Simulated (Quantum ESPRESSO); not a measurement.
# Collinear magnetic orders of MnF2 with Quantum ESPRESSO, part 2 of 2

Aim: find out which collinear order of MnF2 costs least.

Quantum ESPRESSO 7.5; LDA with U = 4 eV on Mn d (ortho-atomic projectors); plane waves with GBRV 1.5 LDA potentials, no spin-orbit coupling.

So far, absolute magnetization (μB): step 2 (run 1, typed as ferro ++) 10.

## 3. Run 2 (antiferro +−)

pw.in

```
&CONTROL
  calculation = 'scf'
  prefix = 'pwscf'
  outdir = './tmp'
  pseudo_dir = './pseudo'
  disk_io = 'nowf'
/
&SYSTEM
  ibrav = 0
  celldm(1) = 8
  nat = 6
  ntyp = 3
  ecutwfc = 40
  ecutrho = 280
  nbnd = 39
  occupations = 'smearing'
  smearing = 'fd'
  degauss = 0.00367493
  nspin = 2
  starting_magnetization(1) = 0.3
  starting_magnetization(2) = -0.3
  starting_magnetization(3) = 0
/
&ELECTRONS
  conv_thr = 1.2d-08
  electron_maxstep = 150
  mixing_beta = 0.3
/
ATOMIC_SPECIES
Mn1    54.9380 mn_lda_v1.5.uspp.F.UPF
Mn2    54.9380 mn_lda_v1.5.uspp.F.UPF
F      18.9984 f_lda_v1.4.uspp.F.UPF
CELL_PARAMETERS alat
   1.1512683982751    0.0000000000000    0.0000000000000
   0.0000000000000    1.1512683982751    0.0000000000000
   0.0000000000000    0.0000000000000    0.7820395350998
ATOMIC_POSITIONS crystal
Mn1     0.0000000000    0.0000000000    0.0000000000
Mn2     0.5000000000    0.5000000000    0.5000000000
F       0.3053000000    0.3053000000    0.0000000000
F       0.1947000000    0.8053000000    0.5000000000
F       0.6947000000    0.6947000000    0.0000000000
F       0.8053000000    0.1947000000    0.5000000000
K_POINTS automatic
6 6 6 0 0 0
HUBBARD {ortho-atomic}
U Mn1-3d 4.0000
U Mn2-3d 4.0000
```

The run is started by

```console
$ OMP_NUM_THREADS=1 mpirun -n 4 pw.x -nk 4 -in pw.in > pw.out
```

What it wrote:

```text
[banner, memory and clock lines left out]
Program PWSCF v.7.5 starts

     Message from routine setup:
     using ibrav=0 with symmetry is DISCOURAGED, use correct ibrav instead

     bravais-lattice index     =            0
     lattice parameter (alat)  =       8.0000  a.u.
     unit-cell volume          =     530.7034 (a.u.)^3
     number of atoms/cell      =            6
     number of atomic types    =            3
     number of electrons       =        58.00
     number of Kohn-Sham states=           39
     kinetic-energy cutoff     =      40.0000  Ry
     charge density cutoff     =     280.0000  Ry
     scf convergence threshold =      1.2E-08
     mixing beta               =       0.3000
     number of iterations used =            8  plain     mixing
     Exchange-correlation=  SLA  PZ   NOGX NOGC
                           (   1   1   0   0   0   0   0)
     Hubbard projectors: ortho-atomic
     Hubbard parameters of DFT+U (Dudarev formulation) in eV:
     U(Mn1-3d) =  4.0000
     U(Mn2-3d) =  4.0000

     Internal variables: lda_plus_u =T, lda_plus_u_kind = 0

     Internal variables: orbital_resolved =F, hub_pot_fix =F, apply_U = F

     celldm(1)=   8.000000  celldm(2)=   0.000000  celldm(3)=   0.000000
     celldm(4)=   0.000000  celldm(5)=   0.000000  celldm(6)=   0.000000

     crystal axes: (cart. coord. in units of alat)
               a(1) = (   1.151268   0.000000   0.000000 )
               a(2) = (   0.000000   1.151268   0.000000 )
               a(3) = (   0.000000   0.000000   0.782040 )

     reciprocal axes: (cart. coord. in units 2 pi/alat)
               b(1) = (  0.868607  0.000000  0.000000 )
               b(2) = (  0.000000  0.868607  0.000000 )
               b(3) = (  0.000000  0.000000  1.278708 )

     PseudoPot. # 1 for Mn read from file:
     mn_lda_v1.5.uspp.F.UPF
     Pseudo is Ultrasoft + core correction, Zval = 15.0

     PseudoPot. # 2 for Mn read from file:
     mn_lda_v1.5.uspp.F.UPF
     Pseudo is Ultrasoft + core correction, Zval = 15.0

     PseudoPot. # 3 for F  read from file:
     f_lda_v1.4.uspp.F.UPF
     Pseudo is Ultrasoft, Zval =  7.0

     atomic species   valence    mass     pseudopotential
     Mn1              15.00    54.93800     Mn( 1.00)
     Mn2              15.00    54.93800     Mn( 1.00)
     F                 7.00    18.99840     F ( 1.00)

     Starting magnetic structure
     atomic species   magnetization
     Mn1             0.300
     Mn2            -0.300
     F               0.000

      8 Sym. Ops., with inversion, found

   Cartesian axes

     site n.     atom                  positions (alat units)
         1        Mn1    tau(   1) = (   0.0000000   0.0000000   0.0000000  )
         2        Mn2    tau(   2) = (   0.5756342   0.5756342   0.3910198  )
         3        F      tau(   3) = (   0.3514822   0.3514822   0.0000000  )
         4        F      tau(   4) = (   0.2241520   0.9271164   0.3910198  )
         5        F      tau(   5) = (   0.7997862   0.7997862   0.0000000  )
         6        F      tau(   6) = (   0.9271164   0.2241520   0.3910198  )

     number of k points=    52  Fermi-Dirac smearing, width (Ry)=  0.0037
                       cart. coord. in units 2pi/alat
        k(    1) = (   0.0000000   0.0000000   0.0000000), wk =   0.0046296
        k(    2) = (   0.0000000   0.0000000   0.2131180), wk =   0.0092593
        k(    3) = (   0.0000000   0.0000000   0.4262359), wk =   0.0092593
        k(    4) = (   0.0000000   0.0000000  -0.6393539), wk =   0.0046296
        k(    5) = (   0.0000000   0.1447679   0.0000000), wk =   0.0185185
        [... 47 further k-points ...]

     Dense  grid:    42069 G-vectors     FFT dimensions: (  50,  50,  36)

     Smooth grid:    18157 G-vectors     FFT dimensions: (  40,  40,  25)

     Check: negative core charge=   -0.000039
     Generating pointlists ...
     new r_m :   0.2050 (alat units)  1.6403 (a.u.) for type    1
     new r_m :   0.2050 (alat units)  1.6403 (a.u.) for type    2
     new r_m :   0.2050 (alat units)  1.6403 (a.u.) for type    3

     Initial potential from superposition of free atoms

     starting charge      56.9999, renormalised to      58.0000

     STARTING HUBBARD OCCUPATIONS:

     =================== HUBBARD OCCUPATIONS ===================
     ------------------------ ATOM    1 ------------------------
     Tr[ns(  1)] (up, down, total) =   5.00000  0.00000  5.00000
     Atomic magnetic moment for atom   1 =   5.00000
     [... lines left out ...]
     ------------------------ ATOM    2 ------------------------
     Tr[ns(  2)] (up, down, total) =   0.00000  5.00000  5.00000
     Atomic magnetic moment for atom   2 =  -5.00000
     [... lines left out ...]
     Number of occupied Hubbard levels =   10.0000

     Atomic wfc used for Hubbard projectors are orthogonalized

     Starting wfcs are   42 randomized atomic wfcs

     Self-consistent Calculation

     iteration #  1     ecut=    40.00 Ry     beta= 0.30
     Davidson diagonalization with overlap
     ethr =  1.00E-02,  avg # of iterations =  2.4

     =================== HUBBARD OCCUPATIONS ===================
     ------------------------ ATOM    1 ------------------------
     Tr[ns(  1)] (up, down, total) =   4.97124  0.14639  5.11763
     Atomic magnetic moment for atom   1 =   4.82484
     [... lines left out ...]
     ------------------------ ATOM    2 ------------------------
     Tr[ns(  2)] (up, down, total) =   0.14639  4.97124  5.11763
     Atomic magnetic moment for atom   2 =  -4.82485
     [... lines left out ...]
     Number of occupied Hubbard levels =   10.2353

     Threshold (ethr) on eigenvalues was too large:
     Diagonalizing with lowered threshold

     Davidson diagonalization with overlap
     ethr =  7.48E-04,  avg # of iterations =  1.2

     total energy              =    -616.75431793 Ry
     estimated scf accuracy    <       0.42949945 Ry

     total magnetization       =     0.00 Bohr mag/cell
     absolute magnetization    =     9.72 Bohr mag/cell

     iteration #  2     ecut=    40.00 Ry     beta= 0.30
     Davidson diagonalization with overlap
     ethr =  7.41E-04,  avg # of iterations =  2.0

     total energy              =    -616.81445046 Ry
     estimated scf accuracy    <       0.05292559 Ry

     total magnetization       =     0.00 Bohr mag/cell
     absolute magnetization    =     9.70 Bohr mag/cell

     [... further iterations left out ...]

     iteration #  9     ecut=    40.00 Ry     beta= 0.30
     Davidson diagonalization with overlap
     ethr =  6.05E-10,  avg # of iterations =  3.0

     negative rho (up, down):  6.531E-04 6.531E-04

     total energy              =    -616.82299813 Ry
     estimated scf accuracy    <       0.00000004 Ry

     total magnetization       =    -0.00 Bohr mag/cell
     absolute magnetization    =     9.72 Bohr mag/cell

     iteration # 10     ecut=    40.00 Ry     beta= 0.30
     Davidson diagonalization with overlap
     ethr =  6.10E-11,  avg # of iterations =  2.0

     negative rho (up, down):  6.529E-04 6.529E-04

     Magnetic moment per site  (integrated on atomic sphere of radius R)
     atom   1 (R=0.205)  charge= 12.3245  magn=  4.2099
     atom   2 (R=0.205)  charge= 12.3245  magn= -4.2099
     atom   3 (R=0.205)  charge=  6.6877  magn= -0.0239
     atom   4 (R=0.205)  charge=  6.6877  magn=  0.0239
     atom   5 (R=0.205)  charge=  6.6877  magn= -0.0239
     atom   6 (R=0.205)  charge=  6.6877  magn=  0.0239

     End of self-consistent calculation

     =================== HUBBARD OCCUPATIONS ===================
     ------------------------ ATOM    1 ------------------------
     Tr[ns(  1)] (up, down, total) =   4.98500  0.21189  5.19690
     Atomic magnetic moment for atom   1 =   4.77311
     [... lines left out ...]
     ------------------------ ATOM    2 ------------------------
     Tr[ns(  2)] (up, down, total) =   0.21189  4.98500  5.19690
     Atomic magnetic moment for atom   2 =  -4.77311
     [... lines left out ...]
     Number of occupied Hubbard levels =   10.3938

     Number of k-points >= 100: set verbosity='high' to print the bands.

     the Fermi energy is     6.1447 ev

!    total energy              =    -616.82299813 Ry
     estimated scf accuracy    <          8.9E-09 Ry
     smearing contrib. (-TS)   =      -0.00000000 Ry
     internal energy E=F+TS    =    -616.82299813 Ry

     The total energy is F=E-TS. E is the sum of the following terms:
     one-electron contribution =    -375.03394000 Ry
     hartree contribution      =     211.81443933 Ry
     xc contribution           =     -89.48025458 Ry
     ewald contribution        =    -364.18633894 Ry
     Hubbard energy            =       0.06309606 Ry

     total magnetization       =     0.00 Bohr mag/cell
     absolute magnetization    =     9.72 Bohr mag/cell

     convergence has been achieved in  10 iterations
```

Wall time 40 s (4 MPI ranks of Intel Xeon 6975P-C (Granite Rapids), shared host); peak memory 0.63 GiB.

Spin moment in the atom's sphere by atom:

```tsv
atom	spin moment in the atom's sphere (μB)
Mn1	4.21
Mn2	-4.21
F3	-0.02
F4	0.02
F5	-0.02
F6	0.02
```

Read from the output:

```yaml
smearing_term_ts: 6.26e-12 eV
magnetization: 0 μB
absolute_magnetization: 9.719 μB
final_state: antiferromagnetic
```

Spin density in the ab plane at fractional z = 0.000, with atoms of Mn and F within 0.2 Å of it.

Ten even steps from '0' (-0.1 e/Å³) to '9' (7.1 e/Å³), each cell a mean:
```
73000000000015
10000000000001
00000000000000
00000000000000
00000000000000
00000000000000
00000000000000
00000000000000
00000000000000
00000000000000
00000000000000
31000000000002
94000000000017
```
Columns run along a (4.9 Å), rows up along b (4.9 Å). Atoms in or near the plane, at fractional coordinates: Mn at (0.00, 0.00), F at (0.31, 0.31), F at (0.69, 0.69).

Valence density in the ab plane at fractional z = 0.000, with atoms of Mn and F within 0.2 Å of it. It is the smooth field of the valence electrons, not physical close to the nuclei.

Values in e/Å³, 13 rows by 14 columns, each cell a mean:
```
16  7  1  0  0  0  0  0  0  0  0  0  3 13
 3  1  0  0  0  0  0  0  0  1  1  0  1  2
 0  0  0  0  0  0  0  0  1  4  4  2  0  0
 0  0  0  0  0  0  0  1  3 11 11  3  1  0
 0  0  0  0  0  0  0  0  2  7  7  2  0  0
 0  0  0  0  0  0  0  0  1  1  1  1  0  0
 0  0  0  0  1  0  0  0  0  0  0  0  0  0
 0  0  1  2  4  3  1  0  0  0  0  0  0  0
 0  0  1  6 12  7  1  0  0  0  0  0  0  0
 0  0  1  5  9  5  1  0  0  0  0  0  0  0
 1  1  1  1  2  1  0  0  0  0  0  0  0  1
 9  4  1  0  0  0  0  0  0  0  0  0  1  6
15 11  1  0  0  0  0  0  0  0  0  0  4 16
```
Columns run along a (4.9 Å), rows up along b (4.9 Å). Atoms in or near the plane, at fractional coordinates: Mn at (0.00, 0.00), F at (0.31, 0.31), F at (0.69, 0.69).

## 4. Energies of the orders

An order is kept where moments of 0.15 μB or more survive with the typed signs; meshes match where a doubled cell samples the same k points as the first cell.

Orders:

```tsv
start	final state	typed order kept	energy over the lowest (meV a seeded atom)	largest site moment (μB)	net moment (μB a cell of the first run)	mesh matched	CPU time (s)
ferro ++	ferromagnetic	yes	21.81	4.224	10	yes	125.9
antiferro +-	antiferromagnetic	yes	0	4.21	0	yes	157.5
```

## 5. Occupations of the corrected shells in the lowest state

Occupations of the Hubbard shells:

```tsv
block	type	shell	spin	electrons	occupation numbers
1	Mn1	3d	up	4.985	0.994 0.995 0.997 0.999 0.999
1	Mn1	3d	down	0.2119	0.018 0.022 0.025 0.071 0.076
2	Mn2	3d	up	0.2119	0.018 0.022 0.025 0.071 0.076
2	Mn2	3d	down	4.985	0.994 0.995 0.997 0.999 0.999
```

## 6. Summary of results

| Quantity | Value |
| --- | --- |
| lowest state found | antiferromagnetic (from antiferro +-) |
| largest site moment | 4.21 μB |
| next state with moments | ferromagnetic, 21.8 meV a seeded atom higher |

What this shows: Only these 2 starts were compared; other wavevectors, canted and longer-period orders were not.

[Logs and program files are shortened in this print: banners, set-up blocks, solver, clock and traceback lines can be left out without a mark of their own.]

[Logs are printed without paths, hosts, clocks, repeated set-up lines and the standing remarks that a program may print on its own settings, such as how far it seeks lower states.]

[Hosts, paths, dates, database ids (printed as entryN), source tags and the programs' standing remarks are cut or masked in the printed files.]

[Where a cell is said to come from a database of computed structures, the database is the Materials Project.]
